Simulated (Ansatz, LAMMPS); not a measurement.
# A frame of liquid furan from 300 K (207 atoms): geometry optimisation

Wanted: the relaxed structure of a frame of liquid furan from 300 K (207 atoms) and its electronic structure.

Main program and level: Ansatz 0.2.0; Kohn-Sham DFT, PBE+D4, PAW (set soft_2), plane waves.

## (1) The structure

The cell holds 207 atoms: 92 C, 23 O and 92 H. Its edges and angles: a = 14.037 Å, b = 14.037 Å, c = 14.037 Å, α = 90.0°, β = 90.0°, γ = 90.0°. 23 furan placed at random, at 0.94 g/cm³; overlaps pushed apart, then 10 ps at 450 K with MMFF94 bonds, angles, torsions, charges and radii (Halgren, J. Comput. Chem. 17, 490 (1996)) in harmonic and 12-6 forms. Snapshot after 20 ps at 300 K and fixed volume.

What the set-up can't give: The network of contacts between molecules at the start is that of the classical potential that made the cell. The density was typed from a rule of thumb and may lie off the real one at this temperature. Only the Γ point is sampled, in a cell whose shortest periodic width is 14 Å.

## (2) Making the structure

A classical potential makes the cell, at a small fraction of what the same run would cost in DFT.

This step: classical MD, MMFF94 bonds, angles, torsions, charges and radii (Halgren, J. Comput. Chem. 17, 490 (1996)) in harmonic and 12-6 forms (LAMMPS 22 Jul 2025 - Update 4).

File in.lmp:

```
# liquid furan
units real
atom_style full
boundary p p p
bond_style harmonic
angle_style harmonic
dihedral_style opls
improper_style harmonic
special_bonds lj 0 0 0.5 coul 0 0 0.75
read_data data.lmp
neigh_modify delay 0 every 1 check yes one 4000
comm_modify cutoff 12.0
timestep 0.5
thermo_style custom step time temp pe press density
thermo_modify norm yes
# push overlapping molecules apart
pair_style soft 2.6
pair_coeff * * 0.0
variable a equal ramp(1,60)
fix ad all adapt 1 pair soft a * * v_a
velocity all create 450 540671 mom yes dist gaussian
fix lim all nve/limit 0.03
fix lan all langevin 450 450 50 540672 zero yes
thermo 1000
run 3000 post no
unfix ad
pair_style lj/cut/coul/long 9.0
pair_modify mix arithmetic tail yes
pair_coeff 1 1 0.0678 3.5860   # C
pair_coeff 2 2 0.0763 2.9870   # O
pair_coeff 3 3 0.0216 2.5400   # H
kspace_style pppm 1.0e-4
thermo 100
minimize 1e-5 1e-3 300 3000
# [... 15 lines left out ...]
compute msd all msd com yes
thermo 5000
fix md all nvt temp 300 300 100
run 20000 post no
print "== T300: mean square displacement over the hold $(c_msd[4]:%.2f) A^2"
unfix md
uncompute msd
write_dump all custom T300.dump id type xs ys zs modify sort id
```

Command:

```console
$ lmp -in in.lmp -log none -nocite
```

Numbers of over 12 decimals in the logs are rounded to 6 here.

The program printed:

```text
LAMMPS (22 Jul 2025 - Update 4)
Reading data file ...
  orthogonal box = (0 0 0) to (14.03715 14.03715 14.03715)
  207 atoms
  orthogonal box = (0 0 0) to (14.03715 14.03715 14.03715)
  207 bonds
  299 angles
  368 dihedrals
  92 impropers
   Step          Time           Temp          PotEng         Press         Density
         0   0              450            0.13132324     6992.978       0.93999972
      1000   500            416.86265      1.1658229      10019.008      0.93999972
      2000   1000           440.5075       0.97359765     11336.658      0.93999972
      3000   1500           416.11342      1.1011071      9798.3245      0.93999972
Loop time of 0.302229 s on 1 MPI rank(s) for 3000 steps with 207 atoms
PPPM initialization ...
  G vector (1/distance) = 0.26413035
  grid = 6 6 6
  estimated relative force accuracy = 2.1511462e-05
   Step          Time           Temp          PotEng         Press         Density
[... 14 lines left out ...]
      2000   1000           442.30178      0.4972247      6979.3131      0.93999972
Loop time of 1.05819 s on 1 MPI rank(s) for 2000 steps with 207 atoms
   Step          Time           Temp          PotEng         Press         Density
      2000   1000           442.30178      0.4972247      6979.3131      0.93999972
[... 5 lines left out ...]
Loop time of 5.20582 s on 1 MPI rank(s) for 10000 steps with 207 atoms
   Step          Time           Temp          PotEng         Press         Density
[... 4 lines left out ...]
Loop time of 2.68431 s on 1 MPI rank(s) for 5000 steps with 207 atoms
   Step          Time           Temp          PotEng         Press         Density
[... 2 lines left out ...]
     25000   24000          326.35856      0.12497422     2356.0778      0.93999972
     30000   29000          297.70048      0.21968204     2545.7675      0.93999972
     35000   34000          299.78229      0.17563913     784.89813      0.93999972
     37000   36000          287.97141      0.22201996    -3969.1691      0.93999972
Loop time of 10.5208 s on 1 MPI rank(s) for 20000 steps with 207 atoms
== T300: mean square displacement over the hold 17.32 A^2
```

Run time: 20 s. Hardware: 1 thread of Intel Xeon 6975P-C (Granite Rapids), shared host; peak memory 0.12 GiB.

The input also reads data.lmp (atoms, bonds and types; not printed here).

## (3) Single point at the start

A single point comes first, to see the forces before anything moves.

File input.yaml:

```yaml
crystal:
  lattice:
    - [14.03715, 0.0, 0.0]
    - [0.0, 14.03715, 0.0]
    - [0.0, 0.0, 14.03715]
  atoms:
    - { symbol: C, position: [0.10043, 0.62382, 0.13375] }
    - { symbol: C, position: [0.1241, 0.57833, 0.21992] }
    - { symbol: C, position: [0.03768, 0.56482, 0.26736] }
    - { symbol: O, position: [0.96472, 0.59639, 0.21037] }
    - { symbol: C, position: [0.00523, 0.62596, 0.12683] }
    - { symbol: H, position: [0.14701, 0.65826, 0.0776] }
    - { symbol: H, position: [0.19799, 0.56778, 0.25536] }
    - { symbol: H, position: [0.0162, 0.53483, 0.33815] }
    - { symbol: H, position: [0.95264, 0.64691, 0.074] }
    - { symbol: C, position: [0.81048, 0.67688, 0.93629] }
    - { symbol: C, position: [0.76491, 0.76626, 0.94454] }
    - { symbol: C, position: [0.68342, 0.74638, 0.99785] }
    - { symbol: O, position: [0.66936, 0.65578, 0.01569] }
    - { symbol: C, position: [0.74791, 0.61023, 0.97661] }
    - { symbol: H, position: [0.8747, 0.66088, 0.90074] }
    - { symbol: H, position: [0.78458, 0.83399, 0.92073] }
    - { symbol: H, position: [0.63719, 0.79896, 0.0341] }
    - { symbol: H, position: [0.74265, 0.53215, 0.97595] }
    - { symbol: C, position: [0.69248, 0.05312, 0.89933] }
    - { symbol: C, position: [0.60317, 0.07176, 0.85356] }
    - { symbol: C, position: [0.56793, 0.1579, 0.89494] }
    - { symbol: O, position: [0.6297, 0.19104, 0.95764] }
    - { symbol: C, position: [0.70238, 0.13, 0.95749] }
    - { symbol: H, position: [0.74137, 0.99914, 0.88141] }
    - { symbol: H, position: [0.57385, 0.02237, 0.80405] }
    - { symbol: H, position: [0.50369, 0.1997, 0.88742] }
    - { symbol: H, position: [0.75748, 0.14386, 0.01251] }
    - { symbol: C, position: [0.63329, 0.97601, 0.30347] }
    - { symbol: C, position: [0.6051, 0.93694, 0.2121] }
    - { symbol: C, position: [0.57563, 0.01442, 0.15717] }
    - { symbol: O, position: [0.58136, 0.09687, 0.21135] }
    - { symbol: C, position: [0.62364, 0.07247, 0.29679] }
    [... 169 atom lines left out ...]
    - { symbol: O, position: [0.03304, 0.24983, 0.48886] }
    - { symbol: C, position: [0.11064, 0.23192, 0.54558] }
    - { symbol: H, position: [0.17005, 0.30174, 0.6622] }
    - { symbol: H, position: [0.02435, 0.42316, 0.63673] }
    - { symbol: H, position: [0.92965, 0.35405, 0.47452] }
    - { symbol: H, position: [0.13835, 0.16264, 0.52079] }
kpoints:
  mp_grid: { grid: [1, 1, 1] }
hamiltonian:
  xc: pbe
  dispersion: d4
scf:
  occupations: { method: fixed }
output:
  forces: true
  stress: true
  populations: true
  dos:
    method: { smearing: { sigma: 0.08 } }
    de: 0.1
    projected: { site_lists: { C: [C], H: [H], O: [O] } }
  eigenvalues: true
```

Command:

```console
$ ansatz run input.yaml --threads 4 --pin off --max-ram 8192MiB --backend cpu --events-out ev --progress --plain --runs-dir out
```

The program printed:

```text
Engine: ansatz 0.2.0, x86_64-unknown-linux-gnu
Pseudopotentials: kind: paw
Pseudopotential: C, paw, valence charge 4, recommended cutoff 420 eV (normal), C.paw.azcp
Pseudopotential: O, paw, valence charge 6, recommended cutoff 420 eV (normal), O.paw.azcp
Pseudopotential: H, paw, valence charge 1, recommended cutoff 420 eV (normal), H.paw.azcp
[... 5 lines on functional and potentials left out ...]
Crystal: 207 atoms, lattice volume = 2765.902 Å³
Basis set: ecut = 420 eV, 54339 PW (Γ), exchange–correlation on 192×192×192 points (8 copies of the dense FFT grid, shifted against one another)
Bands: 506, of which v1, the nominal top of the filled ones, is band 299 counted from 1 (298 counted from 0)
Symmetry: 1 space group operations
Space group: P1 (ITA 1), of the structure as read, at distance tolerance 1.4e-4 Å
k-points: 1
[... 7 lines on functional and potentials left out ...]
Initial density: superposition of atomic densities (neutral atoms: chi_scale 0, normalization atom), corrected by the library's trained network
Initial wavefunctions: pseudopotential atomic-orbital guess
Functional: x = pbe(κ = 0.804, μ = 0.219515), c = pbe(β = 0.066725)
SCF iter   1: F=—  HF=-37570.486030 eV  |F-HF|=—  |Δ(HF+E_count)|=         —  Δρ=9.37e-3  dr2=2.30e0  ethr=1.77e-3  ⟨swp⟩=5.0  Hψ=1763  notcnv=0  defer=202
preconditioner: auto → Resta (q_TF=auto, 2.114 Å⁻¹)  ε∞=2.4  [insulator: Δε(μ)=4.086 eV  Ē_g=14.101 eV  n_scr=460 (ndim 8)  ℏωp=16.6 eV  f_vac=0.282  ε∞_Penn≈2.4]
SCF iter   2: F=—  HF=-37570.008091 eV  |F-HF|=—  |Δ(HF+E_count)|=   4.78e-1  Δρ=3.80e-3  dr2=3.14e-1  ethr=3.85e-4  ⟨swp⟩=2.0  Hψ=894  notcnv=0  defer=194
SCF iter   3: F=—  HF=-37569.993863 eV  |F-HF|=—  |Δ(HF+E_count)|=   1.42e-2  Δρ=1.80e-3  dr2=7.76e-2  ethr=5.24e-5  ⟨swp⟩=2.0  Hψ=613  notcnv=0  defer=205
SCF iter   4: F=—  HF=-37570.003618 eV  |F-HF|=—  |Δ(HF+E_count)|=   9.75e-3  Δρ=5.44e-4  dr2=1.14e-2  ethr=1.30e-5  ⟨swp⟩=3.0  Hψ=600  notcnv=0  defer=205
SCF iter   5: F=—  HF=-37570.004745 eV  |F-HF|=—  |Δ(HF+E_count)|=   1.13e-3  Δρ=2.23e-4  dr2=2.09e-3  ethr=1.91e-6  ⟨swp⟩=2.0  Hψ=598  notcnv=0  defer=205
SCF iter   6: F=—  HF=-37570.004681 eV  |F-HF|=—  |Δ(HF+E_count)|=   6.35e-5  Δρ=8.73e-5  dr2=2.19e-4  ethr=3.49e-7  ⟨swp⟩=2.0  Hψ=592  notcnv=0  defer=205
SCF iter   7: F=—  HF=-37570.004699 eV  |F-HF|=—  |Δ(HF+E_count)|=   1.84e-5  Δρ=5.68e-5  dr2=1.01e-4  ethr=3.66e-8  ⟨swp⟩=2.0  Hψ=607  notcnv=0  defer=203
SCF iter   8: F=—  HF=-37570.004693 eV  |F-HF|=—  |Δ(HF+E_count)|=   6.81e-6  Δρ=1.11e-5  dr2=3.82e-6  ethr=1.68e-8  ⟨swp⟩=2.0  Hψ=607  notcnv=0  defer=200
SCF iter   9: F=—  HF=-37570.007069 eV  |F-HF|=—  |Δ(HF+E_count)|=   2.38e-3  Δρ=6.53e-6  dr2=1.28e-6  ethr=6.39e-10  ⟨swp⟩=2.0  Hψ=801  notcnv=0  defer=200
SCF iter  10: F=—  HF=-37570.007069 eV  |F-HF|=—  |Δ(HF+E_count)|=   2.03e-7  Δρ=2.93e-6  dr2=2.59e-7  ethr=2.15e-10  ⟨swp⟩=2.0  Hψ=608  notcnv=0  defer=200
SCF iter  11: F=-37570.007069 eV  HF=-37570.007069 eV  |F-HF|=7.98e-9  |Δ(HF+E_count)|=   2.58e-8  Δρ=7.17e-7  dr2=1.98e-8  ethr=1.67e-11  ⟨swp⟩=17.0  Hψ=3955  notcnv=0
SCF 1 converged in 11 iterations: F = -37570.007069 eV  dr2 = 1.98e-8
  greatest PAW one-centre occupation: 0.871 electrons in one spin orbital (limit 2), on the O atom at site 21 (counted from 0), in its partial waves of l = 0
SCF converged after 11 iterations
Free energy (F): -37570.007069 eV
Harris-Foulkes:  -37570.007069 eV  (|F-HF|=7.98e-9)
Internal energy: -37570.007069 eV  (E = F + TS)
E sigma→0 (E₀):  -37570.007069 eV
Fermi energy:    -0.714708 eV
--- Per-component energies (eV) ---
  E_band       = -5199.792138
  E_kinetic    = 13592.283053
  E_local      = -47987.190002  (includes V_loc(G=0)·N_el)
  E_nonlocal   = 3785.452842
  E_hartree    = 17770.742057
  E_xc         = -6881.937230
  E_vxc        = -8616.886135  (∫ρ·V_xc dr)
  E_paw        = -12829.913126  (= ΣΔE_a)
  E_vpaw       = -1514.871014  (= ΣTr[D̂ρ^β])
  E_aug_tail   = -0.067557  (compensation charges beyond the density's cutoff)
  E_ewald      = -5009.249394
  E_disp       = -10.127711  (pairwise vdW)
  E_smearing   = -0.000000  (= −TS)
  E_closure    = -0.000000  (closes the sum)
  Σ components = -37570.007069   (vs F -37570.007069, Δ=0.00e0)
--- Forces (eV/Å), atoms counted from 1 ---
  atom   1  C      1.83378486     0.82261137    -2.15805559
  atom   2  C      0.94366471    -0.04475218     2.63582869
  atom   3  C      0.45316842    -0.07221633     0.13993572
  atom   4  O      0.11953801    -0.87477993     0.25066473
  atom   5  C     -1.57390794     0.49527153     0.40676389
  atom   6  H     -0.54458483    -1.01828771     1.01551656
  atom   7  H     -1.81216570     0.13355568    -1.03904722
  atom   8  H      0.43289644     0.49139872    -1.04368505
  atom   9  H      0.30837245     0.15689611    -0.05322705
  atom  10  C     -2.01177260    -1.13672297     0.54238216
  atom  11  C     -1.58420202    -1.75459277     1.62486862
  atom  12  C      0.08730662     3.73956561    -0.38281685
  atom  13  O      1.03199696    -1.49592624    -0.22011979
  atom  14  C      0.61735074    -0.25252913    -0.35816780
[...]
atom 206  H      1.25414349    -0.08322855     0.92294598
  atom 207  H      0.62139154     0.65926672     0.72573491
  max |Σ_I F_I| component: 8.83e-5 eV/Å
--- Stress (GPa, compression-positive) ---
       -0.264504      -0.521323       0.083942
       -0.521322       0.542054       0.615970
        0.083943       0.615969       0.102835
  P = ⅓ Tr σ = 0.1268 GPa (1.268 kbar)
--- Band table (eV) ---
  k-point 0: bands = ["-24.2325", "-24.2301", "-24.0394", "-24.0093", [... 490 levels ...], "9.2547", "9.2585", "9.3022", "9.3651", "9.3961", "9.4011", "9.4135", "9.4620", "9.4755", "9.4994", "9.5436", "9.5708"]
--- Löwdin populations: 207 sites ---
  site symbol       q [e]
     0      C      4.1708
     1      C      4.1823
     2      C      3.9787
[...]
206      H      0.7855
  spilling = 0.013732 (of n_electrons = 598.000000)
```

Elapsed: 36 s, on 4 threads of Intel Xeon 6975P-C (Granite Rapids), shared host; peak memory 3.8 GiB.

The run gave:

* free energy: -37570.0071 eV
* free energy per atom: -181.4976 eV/atom
* SCF cycles: 11
* pressure: 0.1268 GPa
* r.m.s. force component: 1.014 eV/Å
* longest force: 4.322 eV/Å
* Fermi energy: -0.7147 eV
* gap (highest filled to lowest empty level): 3.816 eV
* spilling of the projection: 0.01373

The r.m.s. force component of 1.0 eV/Å and the pressure of 0.13 GPa set the starting point.

Length of the force by element:

```
element  coordination  atoms  mean length of the force (eV/Å)  spread  least  most
      C           all     92                             1.99   0.949  0.217  4.32
      H           all     92                             1.07   0.631  0.235  3.22
      O           all     23                             1.37   0.557  0.375  2.95
```

(Part 1 of 3 ends here.)

[Logs are printed without paths, hosts, clocks, repeated set-up lines and the standing remarks that a program may print on its own settings, such as how far it seeks lower states.]

[Hosts, paths, dates, database ids (printed as entryN), source tags and the programs' standing remarks are cut or masked in the printed files.]

[The MMFF94 radii named for the starting cell were scaled by 0.96; in molecules described by MMFF94, hydrogen bound to N, O or S took a small fixed 12-6 site in their place.]
